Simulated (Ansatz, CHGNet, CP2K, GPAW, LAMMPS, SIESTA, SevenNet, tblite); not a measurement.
# Annealed particle of LiCl with 30 % Na on Li sites (108 atoms) in tblite

How near does tblite come to plane waves for annealed particle of LiCl with 30 % Na on Li sites (108 atoms)?

Program: tblite 0.8.0. Level of theory: the method is named at each step. Results are calculated unless marked as measured.

### 1. The structure

The cell holds 108 atoms: 54 Cl, 16 Na and 38 Li. Its edges and angles: a = 24.972 Å, b = 24.628 Å, c = 24.947 Å, α = 90.0°, β = 90.0°, γ = 90.0°. It derives from LiCl (rocksalt LiCl). 1 sphere(s) of radius 7.77 Å cut from rocksalt LiCl (a = 5.25 Å), 30 % of Li replaced at random by Na, in vacuum, ions removed to neutrality; annealed 20 ps at 610 K with the Lennard-Jones and Coulomb ion parameters for SPC/E (Joung and Cheatham, J. Phys. Chem. B 112, 9020 (2008)), full charges, cooled to 300 K. Vacuum lies along a, b and c.

The yardstick, on the same geometry:

| Item | Value |
| --- | --- |
| method | Kohn-Sham DFT, PBE, PAW, plane waves (Ansatz 0.2.0); cutoff 420 eV, Γ point, fermi-dirac smearing of 0.05 eV; PAW set soft_2 |
| r.m.s. force component | 0.1993 eV/Å |
| longest force | 0.9358 eV/Å |
| gap (highest filled to lowest empty level) | 4.443 eV |
| SCF cycles | 7 |
| time | 68 s on 16 threads of Arm Neoverse V2, shared host |
| CPU time | 17 min |

### 2. GFN1-xTB

Method: GFN1-xTB tight binding, diagonalisation.

File run.py:

```python
import numpy as np
from ase.io import read
from tblite.ase import TBLite

atoms = read("structure.xyz")
atoms.calc = TBLite(method="GFN1-xTB", electronic_temperature=580, accuracy=1.0, max_iterations=250, mixer_damping=0.1, verbosity=1)
energy = atoms.get_potential_energy()
forces = atoms.get_forces()
print(f"energy {energy:.6f} eV")
print("forces (eV/A)")
for i, (a, f) in enumerate(zip(atoms, forces)):
    print(f"{i:4d} {a.symbol:2s} {f[0]:10.5f} {f[1]:10.5f} {f[2]:10.5f}")
print("charges (e)")
print(np.array2string(atoms.get_charges(), precision=4, suppress_small=True, max_line_width=110, threshold=100000))
```

File structure.xyz:

```xyz
108
Lattice="24.97242 0.00000 0.00000 0.00000 24.62796 0.00000 0.00000 0.00000 24.94686" Properties=species:S:1:pos:R:3 pbc="T T T"
Cl 8.52384 17.43561 9.34759
Cl 10.57832 19.66518 13.80310
Na 9.21507 18.58918 11.78165
Cl 14.65756 17.83951 12.30604
Li 9.44782 11.24390 11.76120
Na 17.45472 17.63387 11.20937
Cl 7.89828 16.79701 13.43463
Li 6.14971 12.43343 7.06545
Cl 6.30079 10.17283 7.93934
Na 7.25723 15.48976 10.87034
Cl 6.14297 14.21821 8.68924
Na 7.17582 12.83560 14.04982
Na 8.17472 15.41144 7.31192
Cl 11.90435 11.48525 10.75833
Li 10.84327 16.88862 8.95942
Cl 16.10671 17.81094 8.89356
Li 14.07296 17.13613 10.10273
Cl 11.48107 16.88641 11.43140
Na 12.08565 14.13202 10.84889
Cl 10.85976 14.58566 7.89768
Cl 18.37321 16.59826 13.50897
Li 18.78176 14.52680 12.48391
Li 8.09206 9.35542 6.73091
Li 13.12775 15.00680 7.17247
Cl 8.18921 13.06267 5.88496
Cl 13.23289 12.69621 6.14167
Li 14.82762 18.09170 6.83045
Cl 12.74892 17.76341 7.96004
Li 10.48367 12.44820 6.66056
Cl 18.33076 15.12107 10.16011
Li 6.83220 16.58348 15.55811
Cl 8.53333 12.80679 18.71838
Li 9.75323 14.59478 17.44359
Na 5.97190 12.57799 17.70454
Cl 5.83031 14.51252 15.74920
Li 10.24943 18.39142 15.80558
Cl 8.84773 16.80464 17.00478
Li 12.53091 18.19169 13.32437
Cl 12.00899 14.32535 18.69268
Na 10.52088 15.29273 13.75395
Cl 12.39981 16.92606 15.48676
Na 13.12426 12.80161 16.32473
Cl 9.53172 13.26954 15.40419
Na 13.49959 16.54925 17.95600
Cl 15.91967 16.63323 16.83289
Li 7.73646 9.04289 14.34020
Cl 9.92354 8.22623 14.52306
Li 9.29723 11.34413 16.79023
Cl 15.73013 11.49436 11.16896
Li 13.69512 11.27296 12.55226
Cl 7.07219 10.51959 16.07725
Li 10.82305 7.39085 12.26612
Cl 7.17133 10.42378 12.42428
Li 14.71500 12.22113 8.96989
Cl 13.20916 13.87909 13.38299
Na 15.05612 15.83405 14.18304
[... 48 atom lines left out ...]
Li 16.71804 5.35535 10.50138
Cl 17.17978 7.41597 11.85575
Cl 15.50013 6.51360 8.56451
Na 15.56181 8.87592 10.27461
```

Run with:

```
$ OMP_NUM_THREADS=1 python run.py > output.txt
```

What it wrote:

```text
------------------------------------------------------------
  cycle        total energy    energy error   density error
------------------------------------------------------------
      1     -254.1004268113  -2.5394957E+02   5.3109913E-01
      2     -254.1275556287  -2.7128817E-02   4.7635186E-01
      3     -254.2180646988  -9.0509070E-02   5.1384755E-02
      4     -254.2191003397  -1.0356409E-03   5.0778954E-02
      5     -254.2503578662  -3.1257527E-02   8.4384809E-03
      6     -254.2502539562   1.0390997E-04   8.5929077E-03
      7     -254.2517022232  -1.4482670E-03   1.4749210E-03
      8     -254.2517259479  -2.3724642E-05   8.5776046E-04
      9     -254.2517368640  -1.0916091E-05   8.4089768E-05
     10     -254.2517368886  -2.4679281E-08   5.4694041E-05
     11     -254.2517369025  -1.3862262E-08   1.5620865E-05
------------------------------------------------------------
 total:                                   3.778 sec
energy -6918.542160 eV
forces (eV/A)
   0 Cl    0.28141   -0.23212   -0.02155
   1 Cl    0.13662   -0.52209    0.29653
   2 Na    0.13200   -0.21447    0.03444
   3 Cl   -0.08964   -0.11389   -0.05231
   4 Li    0.11183    0.06210   -0.16961
   5 Na   -0.17619   -0.26548    0.07058
   6 Cl   -0.05337   -0.03668    0.03731
   7 Li    0.57528    0.06033    0.42959
   8 Cl    0.42120    0.25879    0.10593
   9 Na    0.17562   -0.07040   -0.01727
  10 Cl    0.16224   -0.17957   -0.18240
  11 Na    0.18706   -0.09508    0.01679
  12 Na    0.06994   -0.18757    0.19235
  13 Cl   -0.10851   -0.33795    0.18535
  14 Li    0.00680   -0.09773    0.15485
  15 Cl   -0.07819   -0.07952   -0.16179
  16 Li   -0.04456   -0.05357   -0.00689
  17 Cl    0.01282   -0.05983   -0.16615
  18 Na   -0.09633    0.01519    0.01891
  19 Cl    0.03584    0.14079    0.04106
  20 Cl   -0.06147   -0.32316    0.24749
  21 Li   -0.35008   -0.10694   -0.12606
  22 Li    0.17187   -0.23270    0.28328
  23 Li    0.08453   -0.05399    0.22433
[...]
100 Cl    0.16107    0.15799   -0.25867
 101 Li   -0.32554   -0.21105   -0.29808
 102 Cl    0.08108   -0.10985   -0.07576
 103 Cl   -0.12395   -0.07631   -0.16395
 104 Li   -0.68690    0.71365    0.11859
 105 Cl    0.07010   -0.18672    0.29994
 106 Cl   -0.09542   -0.00645    0.35302
 107 Na   -0.10421    0.00217   -0.07761
charges (e)
[-0.5886 -0.5334  0.6553 -0.5114  0.4136  0.6572 -0.5614  0.433  -0.3816  0.6629 -0.5986  0.65    0.65
 -0.4575  0.3915 -0.4799  0.4072 -0.4945  0.6474 -0.4554 -0.5271  0.4139  0.404   0.3995 -0.5257 -0.4027
  0.4519 -0.4413  0.4037 -0.4871  0.4294 -0.491   0.4026  0.6884 -0.5834  0.4224 -0.449   0.4081 -0.4708
  0.6517 -0.513   0.6654 -0.5185  0.6461 -0.5228  0.4134 -0.4899  0.3996 -0.422   0.4067 -0.5224  0.4022
 -0.4235  0.4039 -0.5989  0.649  -0.4359  0.4103 -0.5623  0.6402 -0.4525  0.4148 -0.434   0.3907 -0.3846
  0.4086 -0.4579  0.4127 -0.4713  0.4139 -0.4648  0.6677 -0.4568  0.405  -0.5368  0.4187 -0.4559  0.3857
 -0.468   0.4459 -0.4211  0.4136 -0.3579  0.4137 -0.4221  0.408   0.4232 -0.5021 -0.4997  0.6519  0.4363
 -0.5135 -0.4758  0.6622 -0.5414  0.445  -0.4755  0.4003 -0.5179  0.4445 -0.5103  0.4196 -0.5283 -0.4695
  0.4655 -0.5174 -0.4893  0.6458]
```

Wall time 4.3 s (1 thread of Arm Neoverse V2, shared host); peak memory 0.65 GiB.

Banners, paths, timers and routine set-up lines are dropped from the logs unmarked, and long logs keep their key lines alone; longer cuts are marked.

Compared with the plane-wave run:

```yaml
r_m_s_force_component: 0.2214 eV/Å
r_m_s_difference_of_force_components: 133.3 meV/Å
longest_difference_of_force_vectors: 460.6 meV/Å
force_difference_over_r_m_s_force: 66.9 %
slope_of_forces_against_the_reference_s: 0.8932
correlation_of_force_components: 0.8041
```

Length of the force difference by element (eV/Å):

```
element  atoms   mean  most
     Cl     54   0.28  0.46
     Li     38   0.12  0.26
     Na     16  0.091  0.16
```

A closer look about Li105, which bears the longest force: 9 atoms, nearest first, numbered in the order of the input, with positions taken from that point.

```
 atom      x      y      z  distance (Å)  bonds  Mulliken charge (e)     Fx     Fy  Fz (eV/Å)
Li105   0.00   0.00   0.00          0.00      3                 0.47  -0.69   0.71       0.12
Cl104  -1.97  -0.46   1.25          2.38      4                -0.47  -0.12  -0.08      -0.16
Cl106   0.46   2.06   1.35          2.51      4                -0.52   0.07  -0.19       0.30
Cl107  -1.22   1.16  -1.94          2.56      4                -0.49  -0.10  -0.01       0.35
 Li74  -3.44   0.64  -0.53          3.54      5                 0.41   0.04   0.18       0.08
Na108  -1.16   3.52  -0.23          3.71      5                 0.65  -0.10   0.00      -0.08
 Na60  -2.05   1.64   3.02          4.01      6                 0.64  -0.01   0.07      -0.05
 Cl93  -3.71   2.72   0.81          4.67      5                -0.48   0.05   0.02       0.01
 Li96   1.35   2.53   3.69          4.67      3                 0.45  -0.72   0.27      -0.04
```

Atoms are counted from 1 here, from 0 in the log.

Forces lie 67 % from the reference's, at 0.0043 times its CPU time (on 1 against 16 cores).

### 3. Outcome

| Property | Result |
| --- | --- |
| force difference from the reference | tblite GFN1-xTB, 67 % |
| its CPU time | 4.3 s |

Tight binding differs by 67 % (tblite GFN1-xTB); it is another model, with fitted parameters of its own, and the xTB methods hold dispersion. One electronic-structure run takes under half the reference's CPU time: tblite GFN1-xTB, at 67 % in 4.3 s against 17 min, too far off to be of use. Periodic xTB results under one method name differ between programs and library versions. The network of bonds at the start is that of the classical potential that made the cell, and needn't be the one that DFT or experiment would give. The ion parameters were fitted for water, not for melts, so the starting structure of this cell may lie well off the real melt's.

[Also dropped from logs without a mark: logging warnings of Python, and SIESTA's first energy breakdown and zero terms.]

[Logs are printed without paths, hosts, clocks, repeated set-up lines and the standing remarks that a program may print on its own settings, such as how far it seeks lower states.]

[Hosts, paths, dates, database ids (printed as entryN), source tags and the programs' standing remarks are cut or masked in the printed files.]
